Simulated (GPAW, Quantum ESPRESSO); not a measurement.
# Y L₃ ELNES/XANES of Y (P6_3/mmc) from DFT, part 3 of 5

Do two independent programs agree on the Y L₃ edge of Y (P6_3/mmc)? The same cell and functional are run with XSpectra and with GPAW.

Quantum ESPRESSO 7.5 and GPAW 26.7.0; core-hole supercells, plane-wave PAW PBE.

So far. Step 2 (Ground state of the crystal (Quantum ESPRESSO)): The mesh shows no gap, so the system is treated as a metal and the core electron is put at the Fermi level (neutral cell). Step 3 (Spectrum without a core hole, Y atom 1 (Quantum …): Main maxima below 30 eV (height): 2.0 eV (1.45), 4.8 eV (2.18) and 17.6 eV (0.71). At an L edge the dipole rule selects empty d (and weakly s) states on the absorber, and the strong line at the onset measures the empty part of its d band.

**7. Spectrum with XCH, Y atom 1 (Quantum ESPRESSO)**

Level of this step: X-ray absorption near-edge structure, plane-wave PAW PBE, one-electron final states by a Lanczos continued fraction (Quantum ESPRESSO).

The Lanczos recursion gives the spectrum without computing empty bands; each polarisation needs a run of its own on the full k mesh. xe0 is set between filled and empty states, and states below it are cut, here at the Fermi level, which holds the excited electron. The file of filecore holds the core orbital, taken from the hole-free data set.

The input, xspectra.in:

```
&input_xspectra
   calculation='xanes_dipole', edge='L3'
   prefix='x', outdir='tmp', xiabs=1, xe0=9.4016
   xonly_plot=.false., x_save_file='xanes.sav'
   xniter=3000, xcheck_conv=20, xerror=0.005
   xcoordcrys=.false., xepsilon(1)=1, xepsilon(2)=0, xepsilon(3)=0
/
&plot
   xnepoint=413, xemin=-10, xemax=45, terminator=.true., cut_occ_states=.true.
   xgamma=0.4
/
&pseudos
   filecore='../Y.wfc'
/
&cut_occ
   cut_desmooth=0.1, cut_stepl=0.05, cut_stepu=0.05, cut_ierror=1e-5
/
4 4 4 0 0 0
```

xspectra_1.in, as its differences from xspectra.in of step 7:

```diff
@@ -5,3 +5,3 @@
    xniter=3000, xcheck_conv=20, xerror=0.005
-   xcoordcrys=.false., xepsilon(1)=1, xepsilon(2)=0, xepsilon(3)=0
+   xcoordcrys=.false., xepsilon(1)=0, xepsilon(2)=1, xepsilon(3)=0
 /
```

xspectra_2.in, as its differences from xspectra_1.in of step 7:

```diff
@@ -5,3 +5,3 @@
    xniter=3000, xcheck_conv=20, xerror=0.005
-   xcoordcrys=.false., xepsilon(1)=0, xepsilon(2)=1, xepsilon(3)=0
+   xcoordcrys=.false., xepsilon(1)=0, xepsilon(2)=0, xepsilon(3)=1
 /
```

The run is started by

```bash
OMP_NUM_THREADS=1 mpirun --oversubscribe --bind-to none -np 4 xspectra.x -nk 4 -in xspectra.in > xspectra.out
```

Numbers of over 12 decimals in the logs are rounded to 6 here.

Log:

```text
     [... banner and references ...]
Reading input_file

     calculation: xanes_dipole

     xepsilon  [cartesian coordinates]:   1.000000   0.000000   0.000000

     xonly_plot: FALSE
        => complete calculation: Lanczos + spectrum plot

     filecore (core-wavefunction file): ../Y.wfc

     main plot parameters:
        cut_occ_states: TRUE
        gamma_mode:  constant
        -> using xgamma [eV]:  0.40
        xemin [eV]: -10.00
        xemax [eV]:  45.00
        xnepoint:  413
        xe0 [eV]:   9.401600 (energy zero read in input file)

     WARNING: variable ef_r is obsolete

                      Reading SCF save directory: x.save

     tmp/x.save/

     Exchange-correlation= PBE
                           (   1   4   3   4   0   0   0)

     G-vector sticks info

                           Getting the Fermi energy

     From SCF save directory:
        ehomo [eV]:    9.7432 (highest occupied level)
        elumo [eV]:    9.7722 (lowest occupied level)
        ef    [eV]:    9.7432

     -> ef (in eV) will be written in x_save_file

                           Energy zero of the spectrum

     -> ef will NOT be used as energy zero of the spectrum
       (because xe0 read in input file)

     G-vector sticks info

     bravais-lattice index     =            0
     lattice parameter (alat)  =      12.8367  a.u.
     unit-cell volume          =    1782.1904 (a.u.)^3
     number of atoms/cell      =            8
     number of atomic types    =            2
     number of electrons       =        89.00
     number of Kohn-Sham states=           55
     kinetic-energy cutoff     =      41.0000  Ry
     charge density cutoff     =     340.0000  Ry
     Exchange-correlation= PBE
                           (   1   4   3   4   0   0   0)

     celldm(1)=  12.836695  celldm(2)=   0.000000  celldm(3)=   0.000000
     celldm(4)=   0.000000  celldm(5)=   0.000000  celldm(6)=   0.000000

     crystal axes: (cart. coord. in units of alat)
               a(1) = (  -0.268472  -0.465007  -0.843618 )
               a(2) = (   0.268472   0.465007  -0.843618 )
               a(3) = (   1.073888   0.000000   0.000000 )

     reciprocal axes: (cart. coord. in units 2 pi/alat)
               b(1) = (  0.000000 -1.075252 -0.592685 )
               b(2) = (  0.000000  1.075252 -0.592685 )
               b(3) = (  0.931196 -0.537626  0.000000 )

     ../pp/Y.pbe-spn-kjpaw-2pch.UPF
     Pseudo is Projector augmented-wave + core cor, Zval = 12.0
     Shape of augmentation charge: PSQ
     Using radial grid of 1223 points,  6 beta functions with:
                l(1) =   0
                l(2) =   0
                l(3) =   1
                l(4) =   1
                l(5) =   2
[...]
Q(r) pseudized with 0 coefficients

     ../pp/Y.pbe-spn-kjpaw.UPF
     Pseudo is Projector augmented-wave + core cor, Zval = 11.0
     Shape of augmentation charge: PSQ
     Using radial grid of 1223 points,  6 beta functions with:
[...]
l(4) =   1
                l(5) =   2
                l(6) =   2
     Q(r) pseudized with 0 coefficients

     atomic species   valence    mass     pseudopotential
     Y0               12.00     1.00000     Y ( 1.00)
     Y                11.00     1.00000     Y ( 1.00)

      4 Sym. Ops. (no inversion) found

   Cartesian axes

     site n.     atom                  positions (alat units)
         1        Y0     tau(   1) = (   0.2684720   0.1550024  -1.0545223  )
         2        Y      tau(   2) = (   0.0000000  -0.3100048  -1.0545223  )
         3        Y      tau(   3) = (   0.8054161   0.1550024  -1.0545223  )
         4        Y      tau(   4) = (   0.5369441  -0.3100048  -1.0545223  )
         5        Y      tau(   5) = (   0.8054161  -0.1550024  -0.6327134  )
         6        Y      tau(   6) = (   1.0738881   0.3100048  -0.6327134  )
         7        Y      tau(   7) = (   0.2684720  -0.1550024  -0.6327134  )
         8        Y      tau(   8) = (   0.5369441   0.3100048  -0.6327134  )

[...]
k(    5) = (   0.0000000   0.2688130  -0.1481714), wk =   0.0312500
[...]
k(   62) = (   0.2327989  -0.1344065  -0.8890281), wk =   0.0312500
        k(   63) = (   0.4655978  -0.2688130  -0.8890281), wk =   0.0312500
        k(   64) = (   0.6983968  -0.4032196  -0.8890281), wk =   0.0312500

     Dense  grid:   188733 G-vectors     FFT dimensions: (  80,  80,  81)

     Smooth grid:    63225 G-vectors     FFT dimensions: (  60,  60,  60)

     The potential is recalculated from file :
     tmp/x.save/charge-density

     Starting wfcs are  104 atomic wfcs
     Checking if some PAW data can be deallocated...

               Reading core wavefunction file for the absorbing atom

     ../Y.wfc successfully read

                              Attributing the PAW radii
                     for the absorbing atom [units: Bohr radius]

        PAW proj 1: r_paw(l= 0)= 2.10  (1.5*r_cut)
        PAW proj 2: r_paw(l= 0)= 2.10  (1.5*r_cut)
        PAW proj 3: r_paw(l= 1)= 2.40  (1.5*r_cut)
        PAW proj 4: r_paw(l= 1)= 2.40  (1.5*r_cut)
        PAW proj 5: r_paw(l= 2)= 2.70  (1.5*r_cut)
        PAW proj 6: r_paw(l= 2)= 2.70  (1.5*r_cut)

        NB: The calculation will not necessary use all these r_paw values.
            - For a edge in the electric-dipole approximation,
              only the r_paw(l=1) values are used.
            - For a K edge in the electric-quadrupole approximation,
              only the r_paw(l=2) values are used.

            - For a L2 or L3 edge in the electric-quadrupole approximation,

              all projectors (s, p and d) are used.

                          Starting XANES calculation
                     in the electric dipole approximation
     Method of calculation based on the Lanczos recursion algorithm
        - STEP 1: Construction of a kpoint-dependent Lanczos basis,
          in which the Hamiltonian is tridiagonal (each 'iter'
          corresponds to the calculation of one more Lanczos vector)
        - STEP 2: Calculation of the cross-section as a continued fraction
          averaged over the k-points.

     ... Begin STEP 1 ...

        Radial transition matrix element(s) used in the calculation of the
        initial vector of the Lanczos basis (|tilde{phi}_abs> normalized)
l =  2    Radial matrix element proj. ( 1)=    0.02868043
l =  2    Radial matrix element proj. ( 2)=    0.03565509
l =  0    Radial matrix element proj. ( 1)=    0.00957046
l =  0    Radial matrix element proj. ( 2)=    0.01093332
NB: the    16 k-point are not all listed below because npool=  4

               Lanczos Number                 1  of            4

        |-------------------------------------------------------------
        ! k-point #     1:  ( 0.0000,  0.0000,  0.0000),  0.0312,   1
        |-------------------------------------------------------------
        |   Norm of the initial Lanczos vector: 0.20510874E-01
        |   Estimated error at iter     20:   1.00556379
        |   Estimated error at iter     40:   0.58191636
        |   Estimated error at iter     60:   0.32541059
        |   Estimated error at iter     80:   0.28495635
        |   Estimated error at iter    100:   0.23664451
[...]
!   => CONVERGED at iter    440 with error=  0.00422489
        |-------------------------------------------------------------
        ! k-point #     2:  ( 0.2328, -0.1344,  0.0000),  0.0312,   1
        |-------------------------------------------------------------
        |   Norm of the initial Lanczos vector: 0.20510843E-01
[...]
|   Estimated error at iter    440:   0.00965326
        |   Estimated error at iter    460:   0.00725626
        |   Estimated error at iter    480:   0.00886200
        !   => CONVERGED at iter    500 with error=  0.00281349
        |-------------------------------------------------------------
     [... 61 further k-points ...]
        ! k-point #    16:  ( 0.6984,  0.4032, -0.4445),  0.0312,   1
        |-------------------------------------------------------------
        |   Norm of the initial Lanczos vector: 0.20510893E-01

     Results of STEP 1 successfully written in x_save_file
     x_save_file name:
     ->  xanes.sav
     x_save_file version:  2

     ... End STEP 1 ...

     ... Begin STEP 2 ...

     The spectrum is calculated using the following parameters:
        xe0 [eV]:    9.4016
        the occupied states are elimintate from the spectrum
        xemin [eV]: -10.00
        xemax [eV]:  45.00
        xnepoint:  413
        constant broadening parameter [eV]:    0.400
        Core level energy [eV]:  -2080.
         (from electron binding energy of neutral atoms in X-ray data booklet)

     Cross-section successfully written in xanes.dat

     ... End STEP 2 ...

                                END JOB XSpectra
```

The job ended after 11 min (4 MPI ranks of Intel Xeon 6975P-C (Granite Rapids), shared host; peak memory 0.26 GiB; 44 min of CPU time).

The Y L₃ spectrum, Y atom 1, excited-electron core hole (neutral cell) (energy from the energy zero of the input (xe0, at the border of filled and empty states); intensity scaled to a mean of 1 over the first 20 eV; folded afterwards to Lorentzian half width 0.75 eV up to 4 eV, rising linearly to 1.75 eV at 25 eV; the points at xe0, where the cut of filled states can leave a spike, are interpolated; polarised curves are means over the symmetry-equivalent atoms):

| E (eV) | isotropic | ε ⊥ c | ε ∥ c |
| --- | --- | --- | --- |
| -2.0 | 0.23 | 0.23 | 0.23 |
| -1.5 | 0.31 | 0.31 | 0.31 |
| -1.0 | 0.45 | 0.45 | 0.45 |
| -0.5 | 0.71 | 0.71 | 0.72 |
| 0.0 | 1.16 | 1.15 | 1.18 |
| 0.5 | 1.68 | 1.64 | 1.77 |
| 1.0 | 2.13 | 2.09 | 2.22 |
| 1.5 | 2.25 | 2.28 | 2.18 |
| 2.0 | 2.07 | 2.13 | 1.96 |
| 2.5 | 1.85 | 1.87 | 1.79 |
| 3.0 | 1.81 | 1.80 | 1.83 |
| 3.5 | 1.97 | 1.95 | 1.99 |
| 4.0 | 2.17 | 2.16 | 2.17 |
| 4.5 | 2.00 | 2.00 | 2.00 |
| 5.0 | 1.57 | 1.56 | 1.59 |
| 5.5 | 1.17 | 1.15 | 1.20 |
| 6.0 | 0.91 | 0.90 | 0.93 |
| 6.5 | 0.79 | 0.78 | 0.79 |
| 7.0 | 0.75 | 0.76 | 0.75 |
| 7.5 | 0.75 | 0.75 | 0.74 |
| 8.0 | 0.74 | 0.74 | 0.74 |
| 8.5 | 0.74 | 0.74 | 0.74 |
| 9.0 | 0.74 | 0.74 | 0.73 |
| 9.5 | 0.74 | 0.75 | 0.73 |
| 10.0 | 0.75 | 0.76 | 0.73 |
| 10.5 | 0.75 | 0.76 | 0.73 |
| 11.0 | 0.72 | 0.73 | 0.72 |
| 11.5 | 0.68 | 0.67 | 0.69 |
| 12.0 | 0.63 | 0.62 | 0.65 |
| 12.5 | 0.58 | 0.57 | 0.60 |
| 13.0 | 0.54 | 0.54 | 0.55 |
| 13.5 | 0.52 | 0.52 | 0.53 |
| 14.0 | 0.52 | 0.52 | 0.52 |
| 14.5 | 0.52 | 0.52 | 0.53 |
| 15.0 | 0.54 | 0.54 | 0.54 |
| 15.5 | 0.57 | 0.57 | 0.57 |
| 16.0 | 0.60 | 0.60 | 0.60 |
| 16.5 | 0.62 | 0.63 | 0.62 |
| 17.0 | 0.64 | 0.64 | 0.62 |
| 17.5 | 0.63 | 0.64 | 0.62 |
| 18.0 | 0.62 | 0.63 | 0.61 |
| 18.5 | 0.61 | 0.62 | 0.59 |
| 19.0 | 0.59 | 0.60 | 0.59 |
| 19.5 | 0.58 | 0.58 | 0.58 |
| 20.0 | 0.57 | 0.56 | 0.59 |
| 20.5 | 0.57 | 0.56 | 0.59 |
| 21.0 | 0.56 | 0.55 | 0.59 |
| 21.5 | 0.56 | 0.55 | 0.58 |
| 22.0 | 0.55 | 0.54 | 0.56 |
| 22.5 | 0.53 | 0.53 | 0.54 |
| 23.0 | 0.52 | 0.52 | 0.51 |
| 23.5 | 0.50 | 0.50 | 0.48 |
| 24.0 | 0.48 | 0.49 | 0.47 |
| 24.5 | 0.47 | 0.47 | 0.45 |
| 25.0 | 0.46 | 0.47 | 0.45 |
| 25.5 | 0.46 | 0.47 | 0.45 |
| 26.0 | 0.47 | 0.47 | 0.46 |
| 26.5 | 0.47 | 0.47 | 0.47 |
| 27.0 | 0.48 | 0.48 | 0.48 |
| 27.5 | 0.49 | 0.48 | 0.50 |
| 28.0 | 0.50 | 0.49 | 0.51 |
| 28.5 | 0.50 | 0.49 | 0.51 |
| 29.0 | 0.50 | 0.49 | 0.50 |
| 29.5 | 0.50 | 0.50 | 0.50 |
| 30.0 | 0.50 | 0.50 | 0.49 |
| 30.5 | 0.50 | 0.51 | 0.49 |
| 31.0 | 0.50 | 0.50 | 0.49 |
| 31.5 | 0.50 | 0.50 | 0.49 |
| 32.0 | 0.50 | 0.50 | 0.49 |

Main maxima below 30 eV (height): 1.5 eV (2.25), 4.0 eV (2.17) and 17.1 eV (0.64). 

**8. Ground state of the crystal (GPAW)**

The second program starts from its own ground state, on the same cell and functional.

The input, scf.py:

```python
import numpy as np
from ase import Atoms
from ase.parallel import parprint, paropen
from gpaw import GPAW, PW, FermiDirac, Mixer, MixerDif, setup_paths
from gpaw.test import gen
setup_paths.insert(0, '.')
gen('Y', name='nch2p', xcname='PBE', corehole=(2, 1, 0), write_xml=True)
from gpaw.mpi import world
world.barrier()

atoms = Atoms('Y2',
    cell=[[3.6474, 0, 0],
     [-1.8237, 3.15874106, 0],
     [0, 0, 5.7306]],
    scaled_positions=[[0.66666667, 0.33333333, 0.75],
     [0.33333333, 0.66666667, 0.25]],
    pbc=True)
atoms.calc = calc = GPAW(legacy_gpaw=True, mode=PW(500, force_complex_dtype=True), xc='PBE', setups={0: 'nch2p'},
    kpts={'size': (8, 8, 5), 'gamma': True}, occupations=FermiDirac(0.05),
    charge=0, mixer=Mixer(0.1, 5, 50), maxiter=150,
    convergence={'density': 0.0001, 'eigenstates': 1e-6}, txt='scf.txt')
energy = atoms.get_potential_energy() + calc.get_reference_energy()
ef = calc.get_fermi_level()
out = dict(energy=energy, fermi=ef, forces=atoms.get_forces().tolist())
parprint(f'all-electron energy {energy:.4f} eV, Fermi level {ef:.4f} eV')
ev = np.array([[calc.get_eigenvalues(k, s) for k in range(len(calc.get_ibz_k_points()))] for s in range(calc.get_number_of_spins())])
out['homo'], out['lumo'], out['counts'] = ev[ev < ef].max(), ev[ev > ef].min(), sorted(set((ev < ef).sum((0, 2)).tolist()))
out['filled'] = (ev[:, 0] < ef).sum(1).tolist()
import json
with paropen('out.json', 'w') as f:
    json.dump(out, f)
```

The run is started by

```bash
OMP_NUM_THREADS=1 mpirun -n 4 gpaw python scf.py
```

Log:

```text
Input parameters:
  convergence: {density: 0.0001,
                eigenstates: 1e-06}
  kpts: {gamma: True,
         size: (8, 8, 5)}
  maxiter: 150
  mixer: {backend: pulay,
          beta: 0.1,
          method: separate,
          nmaxold: 5,
          weight: 50}
  mode: {ecut: 500.0,
         force_complex_dtype: True,
         name: pw}
  occupations: {fixmagmom: False,
                name: fermi-dirac,
[...]
5s(2) :    -0.150720     0.973119
4p(6) :    -1.026078     0.547490
5p(0) :    -0.052973     0.977702
4d(1) :    -0.092487     0.864204
*d    :     0.907513
--------------------------------

Diagonalizing with gridspacing h=0.050

state   all-electron     PAW
-------------------------------
4s:      -1.762974    -1.763432
4p:      -1.026078    -1.026747
4d:      -0.092487    -0.092821
*f:                    0.058258
-------------------------------
all-electron energy -184192.1514 eV, Fermi level 6.3756 eV
[key lines of the parts left out:]
Converged after 12 iterations.
Dipole moment: (-0.000000, 0.000000, -0.000000) |e|*Ang
Free energy:     -9.402675
Fermi level: 6.37558
```

Wall time 8.9 s (4 MPI ranks); peak memory 0.2 GiB; 35 s of CPU time.

The mesh shows no gap, so the system is treated as a metal and the core electron is put at the Fermi level (neutral cell).

(Part 3 of 5 ends here.)

[Banner, clock and machine lines of the logs are left out without a mark of their own.]

[Logs are printed without paths, hosts, clocks, repeated set-up lines and the standing remarks that a program may print on its own settings, such as how far it seeks lower states.]

[Hosts, paths, dates, database ids (printed as entryN), source tags and the programs' standing remarks are cut or masked in the printed files.]

[Lists of maxima count a maximum above −3 eV only where it reaches 4 % of the highest in the window and stands out from its surroundings by 2 % of it (1.5 % where it reaches 55 %); shoulders and weaker maxima are passed over, and of the rest the first, up to two pre-edge ones and the few strongest are named.]
